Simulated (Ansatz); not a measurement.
# K (Im-3m, 1 atom in the cell): from the cell to its phonons, part 2 of 2

Wanted: vibrations and spectra of K (Im-3m, 1 atom in the cell); the cell is already relaxed.

Ansatz 0.2.0; DFT PBE, scalar-relativistic, plane waves, PAW.

So far, highest frequency on the path or at a solved wavevector (cm⁻¹): step 2 (response at finite wavevector) 76.3.

The database entry behind the starting cell lists a temperature near 5 K, so it need not match the best structure at ambient conditions.

**3. The same by displaced supercells**

Finite displacements in a 2×2×2 supercell give force constants from forces alone. They are exact at the wavevectors that the supercell holds, where they check the linear-response result.

Contents of input.yaml:

```yaml
crystal:
  lattice:
    - [-2.6409252701, 2.6409252701, 2.6409252701]
    - [2.6409252701, -2.6409252701, 2.6409252701]
    - [2.6409252701, 2.6409252701, -2.6409252701]
  atoms:
    - { symbol: K, position: [0.0, 0.0, 0.0] }
kpoints:
  mp_grid: { grid: [12, 12, 12] }
hamiltonian:
  xc: pbe
scf:
  occupations: { method: methfessel_paxton, width: 0.15 }
output:
  eigenvalues: true
phonons:
  method: fd
  supercell: [2, 2, 2]
  temperatures: { t_max: 1000, t_step: 50 }
  qpath:
    path:
      - [[0.0, 0.0, 0.0], [0.5, -0.5, 0.5], [0.0, 0.0, 0.5], [0.0, 0.0, 0.0], [0.25, 0.25, 0.25], [0.5, -0.5, 0.5]]
      - [[0.25, 0.25, 0.25], [0.0, 0.0, 0.5]]
    npoints: 10
```

Command:

```sh
$ ansatz run input.yaml --threads 4 --pin off --max-ram 7168MiB --backend cpu --events-out ev --progress --plain --runs-dir out
```

Numbers of over 12 decimals in the logs are rounded to 6 here.

The log of the run:

```text
[...]
Crystal: 8 atoms, lattice volume = 589.411 Å³
Basis set: ecut = 420 eV, 11489 PW (Γ), exchange–correlation on 128×128×128 points (8 copies of the dense FFT grid, shifted against one another)
Bands: 51, of which v1, the nominal top of the filled ones, is band 36 counted from 1 (35 counted from 0)
Symmetry: 384 space group operations
k-points: 16 of 216
[...]
SCF iter   1: F=—  HF=-12302.264177 eV  |F-HF|=—  |Δ(HF+E_count)|=         —  Δρ=9.79e-8  dr2=6.09e-11  ethr=1.00e-12  ⟨swp⟩=3.1  Hψ=2071  notcnv=0
[...]
SCF iter   2: F=-12302.264177 eV  HF=-12302.264177 eV  |F-HF|=1.09e-11  |Δ(HF+E_count)|=  2.00e-11  S|Δr|=    0.00e0  Δρ=3.87e-8  dr2=1.38e-11  ethr=1.00e-12  ⟨swp⟩=3.0  Hψ=2039  notcnv=0
SCF 1 converged in 2 iterations: F = -12302.264177 eV  dr2 = 1.38e-11
[...]
Symmetry: 8 space group operations
k-points: 30 of 216 (time reversal used)
iter 1 solved again at ethr=2.44e-9 eV; its pass at ethr=3.10e-3 eV (dr2=1.76e-6 eV) is discarded
[...]
SCF iter   7: F=-12302.264176 eV  HF=-12302.264176 eV  |F-HF|=0.00e0  |Δ(HF+E_count)|=    0.00e0  S|Δr|=    0.00e0  Δρ=1.02e-8  dr2=1.54e-12  ethr=1.00e-12  ⟨swp⟩=5.8  Hψ=5172  notcnv=0
SCF 2 converged in 7 iterations: F = -12302.264176 eV  dr2 = 1.54e-12
[...]
SCF converged after 2 iterations
[...]
Free energy (F): -12302.264177 eV
[...]
Internal energy: -12302.254533 eV  (E = F + TS)
E sigma→0 (E₀):  -12302.261766 eV
Entropy (-TS):   -0.009644 eV (-1.205 meV/atom)
Fermi energy:    1.739196 eV
[...]
--- Band table (eV; the first three rows and the last of 16) ---
  k-point 0: bands = [... 32 lower, -0.4002, 2.1994, 2.1994, 2.1994, 2.1994, 2.1994, 2.1994, 2.4388, ... 11 higher]
  k-point 1: bands = [... 32 lower, -0.3139, 1.5645, 1.9770, 1.9770, 1.9770, 1.9770, 2.2874, 2.4784, ... 11 higher]
  k-point 2: bands = [... 32 lower, -0.0590, 0.9038, 1.7856, 1.7856, 1.7856, 1.7856, 2.5398, 2.5966, ... 11 higher]
  k-point 15: bands = [... 32 lower, 1.0597, 1.0597, 1.0597, 1.0597, 1.0597, 1.0597, 3.2223, 3.2223, ... 11 higher]
--- Phonons: 1 displaced member + reference (amplitude 0.0025 Å, Σ member SCF iterations 7) ---
  symmetry images taken by strict's conditions (phonons.symmetry_images: auto; settled by no image being taken that strict refuses)
  ASR residual: 3.819e-5 → 0.000e0 eV/Å²; symmetrization residual: 4.996e-16 eV/Å²
  largest component of a force at the reference: 2.1e-29 eV/Å
  ASR residual per site (eV/Å²): 3.82e-5
  Γ frequencies (cm⁻¹): 0.00 0.00 0.00
[...]
```

Elapsed: 16 s, on 4 threads of Arm Neoverse V2, shared host; peak memory 1.5 GiB; 62 s of CPU time.

This step gave:

* atoms in the supercell: 8
* sum-rule residual before enforcement: 3.82e-5 eV/Å²

Interpolated from a 2×2×2 supercell. Phonon branches along the path, in cm⁻¹:

```
    point  branch 1  branch 2  branch 3
        Γ         0         0         0
  halfway        50        50        56
        H        73        73        73
  halfway        53        62        74
        N        16        50        76
  halfway        11        35        54
        Γ         0         0         0
  halfway        30        30        62
        P        54        54        54
  halfway        42        69        69
        H        73        73        73
jump to P        54        54        54
  halfway        32        52        70
        N        16        50        76
```

The phonon branches as a text plot (rows in cm⁻¹):

```
     75 |              ********                                **
     72 |         *****        *                      *****   *
     68 |        **   **        *            *       *       *
     65 |        *     **                   * *    **   *   *
     62 |       *        *                 *   *  *
     59 |       *       * *                      *     *   *
     56 |     **                                *          *
     52 |                * *     *        *                 ***
     49 |     **            ***                *      *    *   **
     46 |    *            *    *  *           *  *
     43 |    *                  *        *           *
     40 |                                    *              *
     37 |   *                    *          *     * *        *
     33 |   *                      *               *
     30 |                         *     *  *
     27 |  *               *                                  *
     24 |                          **     *
     21 |  *                *                                  *
     17 |                    *           *                      *
     14 | *                   ***   *  *
     11 | *                      *   *  *
      8 |                         ** *
      5 |                           *  *
      2 |*                           **
         Γ           H       N        Γ         P        H|P    N
```

Tetrahedra on a 18×18×18 mesh, mean over bins of 1 cm-1. Interpolated from a 2×2×2 supercell. Phonon density of states against wavenumber; read off at these points:

```
wavenumber (cm⁻¹)  phonon density of states (1/cm⁻¹/cell)
              0.5                                  2.0e-5
              3.5                                  3.9e-4
              5.5                                  9.1e-4
              8.5                                 0.00259
             10.5                                 0.00514
             13.5                                  0.0106
             16.5                                  0.0194
             18.5                                  0.0256
             21.5                                  0.0294
             24.5                                  0.0342
             26.5                                  0.0376
             29.5                                  0.0434
             31.5                                  0.0475
             32.5                                  0.0501
             34.5                                  0.0438
             37.5                                  0.0384
             39.5                                  0.0374
             42.5                                  0.0384
             45.5                                  0.0424
             47.5                                  0.0485
             50.5                                  0.0684
             52.5                                  0.0626
             55.5                                  0.0512
             58.5                                  0.0465
             60.5                                  0.0451
             63.5                                  0.0470
             66.5                                   0.058
             68.5                                  0.0856
             71.5                                   0.106
             72.5                                   0.117
             73.5                                  0.0736
             76.5                                  8.3e-4
```

On this path the spectrum ends at 76.3 cm⁻¹ (at N). No branch goes imaginary on this path.

**4. Summary of results**

```json
{"space group (within 0.01 Å)": "Im-3m", "volume per atom": "73.7 Å³", "electronic character": "no gap on this mesh", "lowest mode on the q mesh (acoustic modes at Γ apart)": "11.8 cm⁻¹", "highest frequency on the path or at a solved wavevector": "76.3 cm⁻¹", "zero-point energy per atom": "9.3 meV", "heat capacity at 300 K": "24.8 J/(mol atoms K)", "vibrational entropy at 300 K": "62.7 J/(mol atoms K)", "Debye temperature (second moment)": "99 K", "imaginary modes on the 4×4×4 q mesh": "none"}
```

In words: The structure is a minimum as far as tested: no mode is imaginary at the 8 irreducible wavevectors of the 4×4×4 mesh, and the softest away from the acoustic zeros lies at 12 cm⁻¹. With no gap, or one that is small against the smearing, the frequencies hang on the k mesh and the smearing, most of all near Kohn anomalies. These are harmonic frequencies at zero temperature: anharmonic shifts, linewidths and thermal expansion are left out.

[Logs are printed without paths, hosts, clocks, repeated set-up lines and the standing remarks that a program may print on its own settings, such as how far it seeks lower states.]

[Hosts, paths, dates, database ids (printed as entryN), source tags and the programs' standing remarks are cut or masked in the printed files.]
